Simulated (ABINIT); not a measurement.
# SnO2 (Cassiterite): the gap under biaxial strain, part 2 of 2

Does PBE give the same change of gap under biaxial strain as G0W0? The case is SnO2 (Cassiterite).

ABINIT 10.8.3; PBE and many-body steps on it, plane waves. Known limits of the many-body steps: not at the basis limit; no spin-orbit coupling; coarse k mesh.

So far. Step 7 (G0W0, strain +1 %): The gap on the mesh goes from 1.05 eV to 2.44 eV, a correction of +1.39 eV.

**8. G0W0, strain -2 %**

Level of this step: G0W0 on PBE, plane waves, norm-conserving pseudopotentials (ABINIT).

The cell differs from the one that the last finished run ended in (a 4.785 → 4.643 Å, b 4.785 → 4.643 Å).

The input, run.abi:

```
acell 3*1.0 Angstrom
rprim 
  4.643240000000 0.000000000000 0.000000000000
  0.000000000000 4.643240000000 0.000000000000
  0.000000000000 0.000000000000 3.186500000000
ntypat 2
znucl 50 8
natom 6
typat 1 1 2 2 2 2
xred 
  0.000000000000 0.000000000000 0.000000000000
  0.500000000000 0.500000000000 0.500000000000
  0.305437483918 0.305437483918 0.000000000000
  0.194562516082 0.805437483918 0.500000000000
  0.694562516082 0.694562516082 0.000000000000
  0.805437483918 0.194562516082 0.500000000000
pp_dirpath "pseudos"
pseudos "Sn.upf, O.upf"
ecut 42
ngkpt 4 4 4
nshiftk 1
shiftk 0 0 0
kptopt 1
chksymbreak 0
istwfk *1
occopt 1
irdwfk 1
optdriver 4
nband 106
gwcalctyp 0
ecutsigx 42
symsigma 1
nkptgw 1
kptgw 
  0.0000000000 0.0000000000 0.0000000000
bdgw 
  32 36
ecuteps 4.8
irdscr 1
ppmodel 1
indata_prefix "in"
outdata_prefix "out"
tmpdata_prefix "tmp"
```

The run is started by

```
> OMP_NUM_THREADS=1 mpirun -n 8 abinit run.abi > log
```

Numbers of over 12 decimals in the logs are rounded to 6 here.

The program printed:

```text
.Version 10.8.3 of ABINIT. v10.8.2 released Aug 2026.

 Symmetries : space group P4_2/m n m (#136); Bravais tP (primitive tetrag.)
[... echo of the input left out ...]
== DATASET  1 ==================================================================
-   mpi_nproc: 8, omp_nthreads: 1 (-1 if OMP is not activated)

--- !DatasetInfo
iteration_state: {dtset: 1, }
dimensions: {natom: 6, nkpt: 18, mband: 106, nsppol: 1, nspinor: 1, nspden: 1, mpw: 6060, }
cutoff_energies: {ecut:  42.0, pawecutdg:  -1.0, }
[...]
34   7.289 -20.399 -26.285   5.400   0.798  -0.253 -20.787  -0.388   6.901
       35   8.967 -16.610 -12.510  -2.716   0.849  -0.178 -15.434   1.176  10.142
       36  13.678 -15.934 -10.299  -3.631   0.846  -0.182 -14.238   1.696  15.374

== END DATASET(S) ==============================================================
================================================================================

 -outvars: echo values of variables after computation  --------
           etotal      0.0000000000E+00
            nband         106
             nkpt          18
          spgroup         136
 [... the other variables as echoed above ...]

 Calculation completed.
```

The job ended after 11 s (8 MPI ranks of Arm Neoverse N1, shared host; peak memory 2.4 GiB).

Numbers from this step:

```yaml
g0w0_gap_on_the_points_computed: 3.241 eV
starting_gap_on_the_mesh: 1.678 eV
k_of_the_valence_top: 0, 0, 0
k_of_the_conduction_bottom: 0, 0, 0
least_direct_g0w0_gap_on_the_computed_points: 3.241 eV
```

The gap on the mesh goes from 1.68 eV to 3.24 eV, a correction of +1.56 eV.

Again on this cell's own states.

**9. G0W0, strain +2 %**

The cell differs from the one that the last finished run ended in (a 4.643 → 4.833 Å, b 4.643 → 4.833 Å).

The input, run.abi:

```
acell 3*1.0 Angstrom
rprim 
  4.832760000000 0.000000000000 0.000000000000
  0.000000000000 4.832760000000 0.000000000000
  0.000000000000 0.000000000000 3.186500000000
ntypat 2
znucl 50 8
natom 6
typat 1 1 2 2 2 2
xred 
  0.000000000000 0.000000000000 0.000000000000
  0.500000000000 0.500000000000 0.500000000000
  0.305955088764 0.305955088764 0.000000000000
  0.194044911236 0.805955088764 0.500000000000
  0.694044911236 0.694044911236 0.000000000000
  0.805955088764 0.194044911236 0.500000000000
pp_dirpath "pseudos"
pseudos "Sn.upf, O.upf"
ecut 42
ngkpt 4 4 4
nshiftk 1
shiftk 0 0 0
kptopt 1
chksymbreak 0
istwfk *1
occopt 1
irdwfk 1
optdriver 4
nband 112
gwcalctyp 0
ecutsigx 42
symsigma 1
nkptgw 1
kptgw 
  0.0000000000 0.0000000000 0.0000000000
bdgw 
  32 36
ecuteps 4.8
irdscr 1
ppmodel 1
indata_prefix "in"
outdata_prefix "out"
tmpdata_prefix "tmp"
```

The program printed:

```text
.Version 10.8.3 of ABINIT. v10.8.2 released Aug 2026.

 Symmetries : space group P4_2/m n m (#136); Bravais tP (primitive tetrag.)
[... echo of the input left out ...]
== DATASET  1 ==================================================================
-   mpi_nproc: 8, omp_nthreads: 1 (-1 if OMP is not activated)

--- !DatasetInfo
iteration_state: {dtset: 1, }
dimensions: {natom: 6, nkpt: 18, mband: 112, nsppol: 1, nspinor: 1, nspden: 1, mpw: 6562, }
cutoff_energies: {ecut:  42.0, pawecutdg:  -1.0, }
[...]
34   6.296 -20.303 -26.181   5.526   0.786  -0.272 -20.579  -0.276   6.020
       35   7.173 -16.465 -12.781  -2.430   0.841  -0.189 -15.411   1.054   8.227
       36  12.272 -16.688 -10.974  -3.646   0.832  -0.201 -14.967   1.721  13.993

== END DATASET(S) ==============================================================
================================================================================

 -outvars: echo values of variables after computation  --------
           etotal      0.0000000000E+00
            nband         112
             nkpt          18
          spgroup         136
 [... the other variables as echoed above ...]

 Calculation completed.
```

Run time: 13 s. Hardware: 8 MPI ranks; peak memory 2.5 GiB.

This step gave:

| Property | Result |
| --- | --- |
| G0W0 gap on the points computed | 2.207 eV |
| starting gap on the mesh | 0.8762 eV |
| k of the valence top | 0, 0, 0 |
| k of the conduction bottom | 0, 0, 0 |
| least direct G0W0 gap on the computed points | 2.207 eV |

The gap on the mesh goes from 0.88 eV to 2.21 eV, a correction of +1.33 eV.

Again on this cell's own states.

**10. The series**

One mesh (4×4×4), Godby-Needs plasmon pole, bands up to a fixed energy, so that their count changes with the cell; biaxial strain per length. The ions were relaxed in each strained cell. The third axis is held. Plane waves in the screening: 233, 233, 249, 249 and 257.

```tsv
strain (%)	PBE gap (eV)	G0W0 gap (eV)	least direct G0W0 gap (eV)	G0W0 edges
-2	1.678	3.241	3.241	Γ to Γ
-1	1.456	2.961	2.961	Γ to Γ
+0	1.247	2.697	2.697	Γ to Γ
+1	1.053	2.441	2.441	Γ to Γ
+2	0.876	2.207	2.207	Γ to Γ
```

**11. Results**

```json
{
 "slope under compression": "−215 (PBE) and −272 (G0W0) meV per %",
 "slope under tension": "−185 (PBE) and −245 (G0W0) meV per %",
 "GW settings, unstrained cell": "4×4×4 mesh, 109 bands, screening to 130.6 eV",
 "known limits": "not at the basis limit; no spin-orbit coupling; coarse k mesh"
}
```

What this shows: On the side of compression the slopes of gap against strain are −215 (PBE) and −272 (G0W0) meV per %. On the side of tension the slopes of gap against strain are −185 (PBE) and −245 (G0W0) meV per %. Gaps are read on the mesh, so a valley between its points is missed. Bands and cutoff are finite, so the gap is not at the basis limit. The miss can reach some tenths of an eV and take either sign; the mesh is an error of its own. In the G0W0 run levels were corrected at 1 k point alone, so a gap called «on the mesh» is the least over those, and an edge elsewhere would be missed. The 4×4×4 mesh is coarse for this cell, which bears on the long-range parts of exchange and screening. The many-body steps are scalar-relativistic: spin-orbit coupling is not in them.

[Paths, hosts, dates, memory and timing lines, banners, echoed tables and standing remarks are left out of the program output.]

[Logs are printed without paths, hosts, clocks, repeated set-up lines and the standing remarks that a program may print on its own settings, such as how far it seeks lower states.]

[Runs of the session that timed out or met a known fault of the program may be left out.]

[Hosts, paths, dates, database ids (printed as entryN), source tags and the programs' standing remarks are cut or masked in the printed files.]

[G0W0 gaps are taken among the corrected bands and points alone; a level outside them can change the order at an edge.]

[Where Ansatz stands beside ABINIT at settings called matched, ABINIT's density can come from a denser mesh and the files from another edition; pairs whose starting gaps differed by over 0.03 eV were left out, so agreement reads better than it is.]
